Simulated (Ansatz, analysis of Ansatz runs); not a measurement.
# A hop of Li in Li2SnF6 (P-31m): barrier against cell size

How far must a hopping Li in Li2SnF6 (P-31m) stand from its periodic copies before the barrier settles? The case: V_Li hop (2.9 Å), charge −1; the series starts with a cell of 36 host atoms with 1 Li taken out.

Calculated with Ansatz 0.2.0; plane-wave PAW DFT, PBEsol; nudged elastic band between two relaxed defect structures at fixed charge in a uniform background.

**1. The system as given**

The cell holds 35 atoms: 7 Li, 4 Sn and 24 F. Cell: a = 9.733 Å, b = 9.733 Å, c = 6.743 Å, α = 108.5°, β = 108.5°, γ = 124.1°. It derives from Li2SnF6 (space group P-31m). Nearest the centre at fractional (0.500, 0.250, 0.250): Li1 at 1.26 Å, F34 at 1.45 Å, F28 at 1.49 Å, F21 at 2.46 Å, F18 at 2.46 Å, F27 at 2.54 Å, F12 at 2.55 Å, F24 at 3.20 Å. The cell carries charge −1.

The cell's shortest repeat is 6.7 Å.

**2. The band in the smallest cell**

In each cell both ends are relaxed first and a climbing-image band joins them. Strain fields of neighbouring copies, and their charges if any, can act otherwise on the top of the path than on its ends, so the barrier may drift with size.

Input file qm1_c36k1s.neb/input.yaml:

```yaml
crystal:
  lattice:
    - [-7.44450285, 4.29808567, 4.5647028]
    - [7.44450285, -4.29808567, 4.5647028]
    - [2.48150092, 4.29808573, -4.5647028]
  atoms:
    - { symbol: Li, position: [0.42563436, 0.10317324, 0.02923758] }
    - { symbol: Li, position: [0.42546415, 0.57270189, 0.49939831] }
    - { symbol: Li, position: [0.91584507, 0.08248238, 0.49942782] }
    - { symbol: Li, position: [0.89514258, 0.57272663, -0.03031752] }
    - { symbol: Li, position: [0.08320909, 0.41714071, 0.00154524] }
    - { symbol: Li, position: [0.08298908, 0.91539433, 0.49943856] }
    - { symbol: Li, position: [0.58112926, 0.91504049, -0.00267715] }
    - { symbol: Sn, position: [-0.0021105, 0.00031201, -0.00061036] }
    - { symbol: Sn, position: [0.00218721, 0.50196981, 0.50118947] }
    - { symbol: Sn, position: [0.49636671, -0.00388651, 0.49771824] }
    - { symbol: Sn, position: [0.49980329, 0.49849059, -0.00054404] }
    - { symbol: F, position: [0.27642319, 0.28521454, 0.32292467] }
    - { symbol: F, position: [0.2943068, 0.79107081, 0.82582678] }
    - { symbol: F, position: [0.78727477, 0.2864588, 0.82360009] }
    - { symbol: F, position: [0.78980661, 0.79231784, 0.32744591] }
    - { symbol: F, position: [0.20596141, 0.20848739, 0.67143795] }
    - { symbol: F, position: [0.207259, 0.70399877, 0.17309927] }
    - { symbol: F, position: [0.7118472, 0.21104576, 0.17531745] }
    - { symbol: F, position: [0.71298805, 0.72174925, 0.67594053] }
    - { symbol: F, position: [0.1264818, 0.46244934, 0.33686647] }
    - { symbol: F, position: [0.12643702, 0.96533664, 0.8370611] }
    - { symbol: F, position: [0.62645199, 0.46428677, 0.84298827] }
    - { symbol: F, position: [0.62616942, 0.96107118, 0.33728443] }
    - { symbol: F, position: [0.37189589, 0.03366879, 0.66412856] }
    - { symbol: F, position: [0.37254881, 0.53654984, 0.16143715] }
    - { symbol: F, position: [0.8676287, 0.03432691, 0.16157945] }
    - { symbol: F, position: [0.88771173, 0.54456186, 0.67284784] }
    - { symbol: F, position: [0.45379419, 0.11062855, 0.32610605] }
    - { symbol: F, position: [0.46169568, 0.62567894, 0.83738696] }
    - { symbol: F, position: [0.96389381, 0.1305937, 0.83723261] }
    - { symbol: F, position: [0.96467902, 0.62645091, 0.33479112] }
    - { symbol: F, position: [0.0372334, 0.37216848, 0.66162316] }
    - { symbol: F, position: [0.03292455, 0.87183963, 0.16181417] }
    - { symbol: F, position: [0.53392841, 0.37181246, 0.15592131] }
    - { symbol: F, position: [0.53588211, 0.87183007, 0.66206899] }
total_charge: -1
basis:
  ecutwfc: 420
  xc_grid: 2
hamiltonian:
  xc: pbesol
kpoints:
  mp_grid: { grid: [1, 1, 1], shift: [0.25, 0.25, 0.25] }
scf:
  occupations: { method: fixed }
  max_iter: 120
output:
  forces: true
neb:
  images: 3
  f_tol: 0.04
  climbing: true
  initial_path: idpp
  max_iterations: 45
  order_check: false
  final_atoms:
    - { symbol: Li, position: [0.57139212, 0.39268584, 0.46701503] }
    - { symbol: Li, position: [0.41598666, 0.58091882, 0.49916663] }
[... 8 atom lines left out ...]
    - { symbol: Sn, position: [0.50098629, 0.50011328, -0.00098065] }
    - { symbol: F, position: [0.28536138, 0.28505857, 0.32142994] }
    - { symbol: F, position: [0.28410108, 0.77448324, 0.82103334] }
[... 4 atom lines left out ...]
    - { symbol: F, position: [0.72066003, 0.21101947, 0.17378132] }
    - { symbol: F, position: [0.70289652, 0.70508658, 0.67084509] }
[... 1 atom line left out ...]
    - { symbol: F, position: [0.10957347, 0.95162406, 0.82417972] }
    - { symbol: F, position: [0.62543807, 0.46264764, 0.83256469] }
[... 1 atom line left out ...]
    - { symbol: F, position: [0.37102076, 0.03204193, 0.65416655] }
[... 2 atom lines left out ...]
    - { symbol: F, position: [0.8705641, 0.53057648, 0.65955335] }
    - { symbol: F, position: [0.4629883, 0.12402634, 0.34058508] }
[... 5 atom lines left out ...]
    - { symbol: F, position: [0.54340491, 0.38544254, 0.170479] }
    - { symbol: F, position: [0.53547469, 0.87038418, 0.65940837] }
```

The run is started by

```sh
$ ansatz run input.yaml --threads 4 --pin off --max-ram 14131MiB --backend cpu --events-out ev --progress --plain --runs-dir out
```

The program printed:

```text
Warning: neb: disabling space-group detection — the band's intermediate images generally break the endpoint symmetry, so the full k-mesh is solved, and no spatial operation symmetrises the density, except that a semilocal band can use its path's symmetry [...]
Engine: ansatz 0.2.0, aarch64-unknown-linux-gnu
Pseudopotentials: kind: paw
Pseudopotential: Li, paw, valence charge 3, recommended cutoff 420 eV (normal), Li.paw.azcp
Pseudopotential: Sn, paw, valence charge 14, recommended cutoff 420 eV (normal), Sn.paw.azcp
Pseudopotential: F, paw, valence charge 7, recommended cutoff 420 eV (normal), F.paw.azcp
Functional definition: PBEsol
  exchange = pbesol_x
  correlation = pbesol_c
parallel-image band execution: 3 concurrent image workers
NEB image 0
Crystal: 35 atoms, lattice volume = 389.486 Å³
Basis set: ecut = 420 eV, 7631 PW (Γ), exchange–correlation on 144×144×96 points (8 copies of the dense FFT grid, shifted against one another)
Bands: 158, of which v1, the nominal top of the filled ones, is band 123 counted from 1 (122 counted from 0)
Symmetry: 1 space group operations
k-points: 1
Non-local potential: Li, projectors of the file, l = 0: 3, l = 1: 2, l = 2: 1
Non-local potential: Sn, projectors of the file, l = 0: 2, l = 1: 2, l = 2: 2, l = 3: 2
Non-local potential: F, projectors of the file, l = 0: 2, l = 1: 2, l = 2: 1
PAW form: soft (Blöchl's): semilocal exchange-correlation on the pseudo side does not see the compensation charge
PAW frozen core: Sn, regenerated for the run's functional, and the local potential with it (the file was generated under x = pbe(κ = 0.804, μ = 0.219515), c = pbe(β = 0.066725))
PAW frozen core: F, regenerated for the run's functional, and the local potential with it (the file was generated under x = pbe(κ = 0.804, μ = 0.219515), c = pbe(β = 0.066725))
PAW one-centre angular grid: Li, 110 points (default); XC on 64 Gauss nodes
PAW one-centre angular grid: Sn, 590 points (default); XC on 64 Gauss nodes
PAW one-centre angular grid: F, 110 points (default); XC on 64 Gauss nodes
Initial density: superposition of atomic densities (neutral atoms scaled as one to the charged cell's electrons: chi_scale 0, normalization atom), corrected by the library's trained network
Initial wavefunctions: pseudopotential atomic-orbital guess
Functional: x = pbesol(κ = 0.804, μ = 0.123457), c = pbesol(β = 0.046)
SCF iter   1: F=—  HF=-44454.153338 eV  |F-HF|=—  |Δ(HF+E_count)|=         —  Δρ=2.56e-2  dr2=1.51e0  ethr=1.77e-3  ⟨swp⟩=5.0  Hψ=519  notcnv=0  defer=32
preconditioner: auto → Resta (q_TF=auto, 2.527 Å⁻¹)  ε∞=3.0  [insulator: Δε(μ)=5.889 eV  Ē_g=20.516 eV  n_scr=102 (ndim 8)  ℏωp=28.7 eV  f_vac=0.066  ε∞_Penn≈3.0]
[...]
atom   2  Li    -0.00487587     0.00469022     0.00256472
  [... 9 atoms left out ...]
  atom  12  F     -0.00216677    -0.00503677     0.00350261
  atom  13  F      0.00156429     0.00002065     0.00968725
  [... 4 atoms left out ...]
  atom  18  F      0.02064290     0.00719614    -0.01048600
  [... 2 atoms left out ...]
  atom  21  F     -0.00224149     0.00136153     0.00717114
  atom  22  F      0.00127221    -0.00104141     0.00009112
  [... 1 atom left out ...]
  atom  24  F     -0.00029932    -0.00334032    -0.01232035
  [... 2 atoms left out ...]
  atom  27  F      0.00247411     0.02166845     0.00407816
  atom  28  F     -0.00037857     0.00202309     0.00526571
  [... 5 atoms left out ...]
  atom  34  F     -0.00724744     0.01019278    -0.00220330
  [... 1 atom left out ...]
  max |Σ_I F_I| component: 3.05e-5 eV/Å
--- Band table (eV) ---
  k-point 0: bands = ["-38.5889", "-38.5459", "-38.5382", "-38.5195", [... 150 left out ...] "16.9432", "16.9492", "17.0976", "17.2497"]
this run last wrote the band of iteration 10 to <dir>
--- NEB band (5 images, 10 band iterations, 248 SCF iterations) ---
  forward barrier  = 0.377686 eV
  backward barrier = 0.377740 eV
  climbing image's point = of an order that was not read
  energies are F+E_penalty+E_count in eV, relative to image 0
  image     s (Å)  Δ vs image 0  max|band force component| (eV/Å)
      0    0.0000      0.000000                                 —
      1    0.7828      0.263898                          1.218e-2
  *   2    1.5656      0.377686                          3.502e-2
      3    2.2764      0.235441                          1.763e-2
      4    2.9872     -0.000055                                 —
  climbing-image geometry (image 2):
  cell:  # Å, volume = 389.4861 Å³
    - [-7.44450285, 4.29808567, 4.5647028]
    - [7.44450285, -4.29808567, 4.5647028]
    - [2.48150092, 4.29808573, -4.5647028]
  atoms:
    - { symbol: Li, position: [0.590068, 0.295447, 0.311298] }
    - { symbol: Li, position: [0.422778, 0.571064, 0.488872] }
    - { symbol: Li, position: [0.912293, 0.077345, 0.496199] }
    - { symbol: Li, position: [0.898330, 0.575396, -0.018580] }
    - { symbol: Li, position: [0.077080, 0.409933, -0.007461] }
    - { symbol: Li, position: [0.098542, 0.924780, 0.523504] }
    - { symbol: Li, position: [0.582781, 0.926494, 0.002939] }
    - { symbol: Sn, position: [-0.006109, -0.003498, -0.003509] }
    - { symbol: Sn, position: [0.018164, 0.508279, 0.509988] }
    - { symbol: Sn, position: [0.490164, -0.012910, 0.497616] }
    - { symbol: Sn, position: [0.494945, 0.502631, -0.013061] }
    - { symbol: F, position: [0.276347, 0.282856, 0.318908] }
    - { symbol: F, position: [0.297554, 0.787295, 0.836720] }
    - { symbol: F, position: [0.782330, 0.281780, 0.818695] }
    - { symbol: F, position: [0.784362, 0.791852, 0.318658] }
    - { symbol: F, position: [0.203984, 0.209290, 0.665397] }
    - { symbol: F, position: [0.200173, 0.695419, 0.167162] }
    - { symbol: F, position: [0.719508, 0.223237, 0.193372] }
    - { symbol: F, position: [0.707052, 0.715384, 0.673329] }
[...]
- { symbol: F, position: [0.038059, 0.368846, 0.661338] }
    - { symbol: F, position: [0.025879, 0.867020, 0.159414] }
    - { symbol: F, position: [0.527266, 0.381918, 0.152749] }
    - { symbol: F, position: [0.534973, 0.866836, 0.663394] }
[key lines of the parts left out:]
SCF converged after 7 iterations
Free energy (F): -44453.288279 eV
Fermi energy:    1.732872 eV
```

The job ended after 2.2 min (4 threads of Arm Neoverse V1, shared host; peak memory 1.6 GiB; 6.4 min of CPU time).

Images along the path:

```tsv
image	path (Å)	energy (eV)	Li1: x, y, z (Å)
0	0.000	0.0000	-2.328, 1.512, 2.280
1	0.783	0.2639	-1.907, 2.038, 2.472
2	1.566	0.3777	-1.421, 2.604, 2.621
3	2.276	0.2354	-0.768, 2.689, 2.435
4	2.987	-0.0001	-0.171, 2.775, 2.269
```

**3. The series**

The other cells are run alike, on 4 threads of Arm Neoverse V1, shared host.

```tsv
host atoms	shortest repeat (Å)	k-points	forward (eV)	backward (eV)	hop length (Å)	iterations	time of the band	peak memory (GiB)
36	6.7	one point at (¼, ¼, ¼)	0.378	0.378	2.50	10	2.2 min	1.6
54	8.6	one point at (¼, ¼, ¼)	0.384	0.384	2.54	10	5.1 min	2.5
108	9.9	one point at (¼, ¼, ¼)	0.348	0.348	2.50	10	25 min	7.4
```

Energies along each band (eV from the start):

```tsv
host atoms	k-points	energies
36	one point at (¼, ¼, ¼)	0.000, 0.264, 0.378, 0.235, 0.000
54	one point at (¼, ¼, ¼)	0.000, 0.247, 0.384, 0.238, 0.000
108	one point at (¼, ¼, ¼)	0.000, 0.211, 0.348, 0.212, 0.000
```

**4. Outcome**

```json
{"barrier, 36 atoms, one point at (¼, ¼, ¼)": "0.378 eV", "barrier, 54 atoms, one point at (¼, ¼, ¼)": "0.384 eV", "barrier, 108 atoms, one point at (¼, ¼, ¼)": "0.348 eV"}
```

The largest cell gives a barrier of 0.35 eV and the first set-up 0.38 eV; over the series the values spread by 0.04 eV. The last two differ by 0.036 eV, so the series has not settled. From 36 atoms on it stays within 0.05 eV of the last value, at 8.6 % of the last band's time. The time of one iteration grows about as the number of atoms to the power 2.2, on shared hosts. No image-charge correction is applied. The order of the top as a saddle was not checked for all atoms, so a bent path could be lower. What this leaves open: one k-point off the zone centre stands for the whole zone; spin–orbit coupling, which can matter with heavy atoms, is left out.

[Long decimals in the printed logs are rounded to 6 places.]

[Repeated set-up lines and some long k-point lines are left out of the logs, and relaxed atomic positions are cut to six decimals.]

[Logs are printed without paths, hosts, clocks, repeated set-up lines and the standing remarks that a program may print on its own settings, such as how far it seeks lower states.]

[Hosts, paths, dates, database ids (printed as entryN), source tags and the programs' standing remarks are cut or masked in the printed files.]
